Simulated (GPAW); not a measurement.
# Calculated records

```
A GW chain in GPAW: Tellurium (P3_121, 3 atoms a cell)
1.0
     4.45400    0.00000    0.00000
    -2.22700    3.85728    0.00000
     0.00000    0.00000    5.92400
Te
3
Direct
  0.26900 0.00000 0.33333
  0.00000 0.26900 0.66667
  0.73100 0.73100 0.00000
# method: DFT, PBE, plane waves, PAW (and 1 further level or step)
# program: GPAW 26.7.0
# settings of one run: cutoff 450 eV, GPAW PAW setups 1.2.1 data release, 3×3×4 k-mesh, nbands 131
# cost: 4 runs, 2.7 min in all on 4 MPI ranks of Intel Xeon Platinum 8259CL at 2.50GHz (Skylake/Cascade Lake), shared host (the runs of this entry)
# notes: The database entry behind the starting cell differs from later determinations by our own check (inner coordinate of an old entry). The cell and positions come from the Crystallography Open Database and are kept as given unless a step says otherwise. Limits: no spin-orbit coupling. Bands and cutoff are finite, so the gap is not at the basis limit. The miss can reach some tenths of an eV and take either sign; the mesh is an error of its own. The 3×3×4 mesh is coarse for this cell, which bears on the long-range parts of exchange and screening. With atoms this heavy and so narrow a gap, spin-orbit coupling can invert the bands. These scalar-relativistic gaps are then model values, not to be set against experiment, and a spin-orbit change taken from DFT can’t simply be added.
# PBE gap: 0.15 eV, indirect (only 14 meV under the direct gap)
# G0W0 gap on the mesh: 0.38 eV
# GW settings: 3×3×4 mesh, 121 bands, screening to 65 eV, Godby-Needs plasmon pole
# known limits: not at the basis limit; model gap, bands may invert with spin-orbit coupling; no spin-orbit coupling; coarse k mesh
```

[Paths, hosts, dates, memory and timing lines, banners, echoed tables and standing remarks are left out of the program output.]

[Logs are printed without paths, hosts, clocks, repeated set-up lines and the standing remarks that a program may print on its own settings, such as how far it seeks lower states.]

[Runs of the session that timed out or met a known fault of the program may be left out.]

[Hosts, paths, dates, database ids (printed as entryN), source tags and the programs' standing remarks are cut or masked in the printed files.]
